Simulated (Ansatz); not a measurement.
# Lattice dynamics of SbW (built on the sites of a database entry of MoP)

Wanted: vibrations and spectra of SbW (built on the sites of a database entry of MoP); the cell is already relaxed. After the zone centre comes a 3×3×2 q mesh on a 12×12×10 k mesh.

Method: DFT PBEsol, scalar-relativistic, plane waves, PAW, in Ansatz 0.2.0.

The structure was built from a prototype and need not be the compound's stable phase.

**1. Starting point**

The structure is hexagonal, space group P-6m2 (No. 187). Conventional cell: a = 3.513 Å, b = 3.513 Å, c = 3.627 Å, α = 90.00°, β = 90.00°, γ = 120.00°. Nearest to W lie 6 Sb at 2.72 Å. Nearest to Sb lie 6 W at 2.72 Å. Farther neighbours are not listed.

**2. Modes at Γ**

The cell comes from relaxations at this level that are not shown. The zone centre comes first: it holds the modes that light can see, as far as symmetry allows. No field response is asked, since the mesh shows no gap.

The input, input.yaml:

```yaml
crystal:
  lattice:
    - [3.5131348361, -2.8644e-06, 0.0]
    - [-1.7565649374, 3.0424654472, 0.0]
    - [0.0, 0.0, 3.6265618163]
  atoms:
    - { symbol: W, position: [0.0, 0.0, 0.0] }
    - { symbol: Sb, position: [0.3333333333, 0.6666666667, 0.5] }
kpoints:
  mp_grid: { grid: [12, 12, 10] }
hamiltonian:
  xc: pbesol
scf:
  occupations: { method: methfessel_paxton, width: 0.15 }
output:
  eigenvalues: true
phonons:
  method: dfpt
```

Launch:

```sh
ansatz run input.yaml --threads 4 --pin off --max-ram 7168MiB --backend cpu --events-out ev --progress --plain --runs-dir out
```

Numbers of over 12 decimals in the logs are rounded to 6 here.

Output:

```text
Engine: ansatz 0.2.0, aarch64-unknown-linux-gnu
Pseudopotentials: kind: paw
Pseudopotential: W, paw, valence charge 14, recommended cutoff 420 eV (normal), W.paw.azcp
Pseudopotential: Sb, paw, valence charge 15, recommended cutoff 420 eV (normal), Sb.paw.azcp
Functional definition: PBEsol
  exchange = pbesol_x
  correlation = pbesol_c
Crystal: 2 atoms, lattice volume = 38.763 Å³
Basis set: ecut = 420 eV, 763 PW (Γ), exchange–correlation on 48×48×50 points (8 copies of the dense FFT grid, shifted against one another)
Bands: 19, of which v1, the nominal top of the filled ones, is band 15 counted from 1 (14 counted from 0)
Symmetry: 12 space group operations
k-points: 398 of 1440 (irreducible under 2 space group operations, time reversal used)
Non-local potential: W, projectors of the file, l = 0: 3, l = 1: 2, l = 2: 2, l = 3: 1
Non-local potential: Sb, projectors of the file, l = 0: 2, l = 1: 2, l = 2: 2, l = 3: 2
PAW form: soft (Blöchl's): semilocal exchange-correlation on the pseudo side does not see the compensation charge
PAW frozen core: W, regenerated for the run's functional, and the local potential with it (the file was generated under x = pbe(κ = 0.804, μ = 0.219515), c = pbe(β = 0.066725))
PAW frozen core: Sb, regenerated for the run's functional, and the local potential with it (the file was generated under x = pbe(κ = 0.804, μ = 0.219515), c = pbe(β = 0.066725))
PAW one-centre angular grid: W, 590 points (default); XC on 64 Gauss nodes
PAW one-centre angular grid: Sb, 590 points (default); XC on 64 Gauss nodes
Initial density: superposition of atomic densities (neutral atoms: chi_scale 0, normalization atom), corrected by the library's trained network
Initial wavefunctions: pseudopotential atomic-orbital guess
Functional: x = pbesol(κ = 0.804, μ = 0.123457), c = pbesol(β = 0.046)
SCF iter   1: F=—  HF=-16663.323219 eV  |F-HF|=—  |Δ(HF+E_count)|=         —  Δρ=8.30e-3  dr2=8.61e-3  ethr=1.77e-3  ⟨swp⟩=5.3  Hψ=38903  notcnv=0
preconditioner: auto → none  [metal: Δε(μ)=0.039 eV  Ē_g=7.784 eV  σ=0.150 eV  W_gap=0.21  n_scr=8 (ndim 8)  ℏωp=19.8 eV  f_vac=0.000  D(μ)=1.10/eV (n_scr^D=8)  sad-step TF]
SCF iter   2: F=—  HF=-16663.322593 eV  |F-HF|=—  |Δ(HF+E_count)|=   6.25e-4  S|Δr|=    0.00e0  Δρ=4.69e-3  dr2=2.88e-3  ethr=2.97e-5  ⟨swp⟩=1.0  Hψ=10746  notcnv=0
SCF iter   3: F=—  HF=-16663.322597 eV  |F-HF|=—  |Δ(HF+E_count)|=   3.25e-6  S|Δr|=    0.00e0  Δρ=4.13e-4  dr2=4.91e-5  ethr=9.92e-6  ⟨swp⟩=1.0  Hψ=7503  notcnv=0
SCF iter   4: F=—  HF=-16663.322583 eV  |F-HF|=—  |Δ(HF+E_count)|=   1.41e-5  S|Δr|=    0.00e0  Δρ=8.19e-5  dr2=7.80e-7  ethr=1.69e-7  ⟨swp⟩=2.0  Hψ=11663  notcnv=0
SCF iter   5: F=—  HF=-16663.322581 eV  |F-HF|=—  |Δ(HF+E_count)|=   1.08e-6  S|Δr|=    0.00e0  Δρ=1.11e-5  dr2=1.85e-8  ethr=2.69e-9  ⟨swp⟩=2.0  Hψ=11609  notcnv=0
SCF iter   6: F=—  HF=-16663.322581 eV  |F-HF|=—  |Δ(HF+E_count)|=   2.50e-9  S|Δr|=    0.00e0  Δρ=1.87e-6  dr2=5.89e-10  ethr=6.36e-11  ⟨swp⟩=2.1  Hψ=12427  notcnv=0
SCF iter   7: F=—  HF=-16663.322581 eV  |F-HF|=—  |Δ(HF+E_count)|=  3.27e-11  S|Δr|=    0.00e0  Δρ=2.83e-7  dr2=2.58e-11  ethr=2.03e-12  ⟨swp⟩=2.0  Hψ=12920  notcnv=0
SCF iter   8: F=-16663.322581 eV  HF=-16663.322581 eV  |F-HF|=7.28e-12  |Δ(HF+E_count)|=    0.00e0  S|Δr|=    0.00e0  Δρ=4.71e-8  dr2=1.68e-12  ethr=1.00e-12  ⟨swp⟩=6.5  Hψ=31703  notcnv=0
SCF 1 converged in 8 iterations: F = -16663.322581 eV  dr2 = 1.68e-12
  greatest PAW one-centre occupation: 1.000 electrons in one spin orbital (limit 2), on the W atom at site 0 (counted from 0), in its partial waves of l = 0
DFPT response loops at Γ: preconditioner auto → Kerker (q_TF=auto, 2.599 Å⁻¹) (partly filled bands, converged f_vac=0.000); β = 1.00, the filter's whole step (`scf.mixing.beta` (0.50) is not read by the response loops under this deck's `scf.mixing.preconditioner`; to damp them name `kerker` or `kerker_dos`, under which they read `scf.mixing.beta`, and type it under 1.00, their step now; both keys bind the ground state too); Broyden in place of MSR1
SCF converged after 8 iterations
Stability not checked: this state was not tested for a lower state beside it, because cold or Methfessel-Paxton smearing, or corrected tetrahedra, fill the levels in a way that the test cannot read (fill_not_monotonic; see scf.lower_state_search)
Free energy (F): -16663.322581 eV
Harris-Foulkes:  -16663.322581 eV  (|F-HF|=7.28e-12)
Internal energy: -16663.322185 eV  (E = F + TS)
E sigma→0 (E₀):  -16663.322482 eV
Entropy (-TS):   -0.000397 eV (-0.198 meV/atom)
Fermi energy:    17.688971 eV
Step filling:    the computed levels leave a gap of 0.0000 eV = 0.0 smearing widths at the electron count; against every level under it full and every level over it empty, smearing changes F+E_penalty+E_count by -0.513 meV and its σ→0 estimate by -0.414 meV
--- Per-component energies (eV) ---
  E_band       = -211.238677
  E_kinetic    = 662.458852
  E_local      = -2020.594930  (includes V_loc(G=0)·N_el)
  E_nonlocal   = 372.531387
  E_hartree    = 869.629346
  E_xc         = -403.343916
  E_vxc        = -336.316053  (∫ρ·V_xc dr)
  E_paw        = -12940.132600  (= ΣΔE_a)
  E_vpaw       = -628.576549  (= ΣTr[D̂ρ^β])
  E_aug_tail   = -0.000063  (compensation charges beyond the density's cutoff)
  E_ewald      = -3204.423910
  E_core_change = 0.553649  (= ΣΔE_core)
  E_smearing   = -0.000397  (= −TS)
  E_closure    = 0.000000  (closes the sum)
  Σ components = -16663.322581   (vs F -16663.322581, Δ=0.00e0)
--- Band table (eV; the first three rows and the last of 398) ---
  k-point 0: bands = [... 11 lower, 15.1186, 15.1186, 16.6937, 17.6615, 17.6615, 22.2605, 22.2605, 22.5766]
  k-point 1: bands = [... 11 lower, 15.1863, 15.1863, 16.6126, 17.4880, 17.4880, 22.4142, 22.4142, 22.9881]
  k-point 2: bands = [... 11 lower, 15.3723, 15.3723, 16.7321, 17.1056, 17.1056, 22.5461, 22.5461, 23.5647]
  k-point 397: bands = [... 11 lower, 12.3018, 14.2206, 15.5823, 18.4399, 19.3006, 20.4397, 20.5268, 22.6652]
--- Phonons (Γ-DFPT): 4 representative perturbations + reference, on 398 of 1440 k-points (Σ response iterations 12) ---
  k mesh reduced under 2 symmetry operations, with k and −k counted as one. Each operation leaves every solved perturbation unchanged. A smaller set is not used because it would not reduce the number of displacements times k-points to solve
  ASR residual: 7.501e-5 → 0.000e0 eV/Å²; symmetrization residual: 1.671e-4 eV/Å²
  ASR residual per site (eV/Å²): 3.24e-5 7.50e-5
  Γ frequencies (cm⁻¹): 0.00 0.00 0.00 208.33 208.33 230.07
  non-analytic LO–TO correction: not included (Born effective charges unavailable; polar crystals: no LO–TO splitting at Γ)
```

Wall time 41 s (4 threads of Arm Neoverse V1, shared host); peak memory 1.1 GiB; 2.5 min of CPU time.

In the SCF lines HF is the Harris–Foulkes energy and dr2 the Hartree energy of the density residual, in eV; the loop may stop once dr2 is under the threshold and the program's other checks hold. Hψ counts applications of the Hamiltonian.

Numbers from this step:

- volume per atom: 19.38 Å³
- gap on the k-mesh: 0 eV
- sum-rule residual before enforcement: 7.50e-5 eV/Å²
- point group: -6m2
- highest optical mode at the zone centre (no LO-TO term): 230.1 cm⁻¹
- lowest optical zone-centre mode: 208.3 cm⁻¹

Patterns of degenerate modes are one choice out of their space. The modes at Γ (shares of kinetic energy by element, %):

| mode | frequency (cm⁻¹) | symmetry | W % | Sb % |
| --- | --- | --- | --- | --- |
| 1 | 0.0 | acoustic | 60 | 40 |
| 2 | 0.0 | acoustic | 60 | 40 |
| 3 | 0.0 | acoustic | 60 | 40 |
| 4 | 208.3 | E' | 40 | 60 |
| 5 | 208.3 | E' | 40 | 60 |
| 6 | 230.1 | A2'' | 40 | 60 |

Displacements in mode 4 (208.3 cm⁻¹), the largest set to 1:
```
W1   0.00 -0.66  0.00
Sb2  0.00  1.00  0.00
```

Displacements in mode 6 (230.1 cm⁻¹), the largest set to 1:
```
W1   0.00  0.00 -0.66
Sb2  0.00  0.00  1.00
```

Before it was imposed, the acoustic sum rule was missed by 7.5e-5 eV/Å². Small misses are needed for a sound result but don't prove that mesh and cutoff are converged. The lowest optical mode is real, 208 cm⁻¹.

[end of part 1 of 2]

[Logs are printed without paths, hosts, clocks, repeated set-up lines and the standing remarks that a program may print on its own settings, such as how far it seeks lower states.]

[Hosts, paths, dates, database ids (printed as entryN), source tags and the programs' standing remarks are cut or masked in the printed files.]
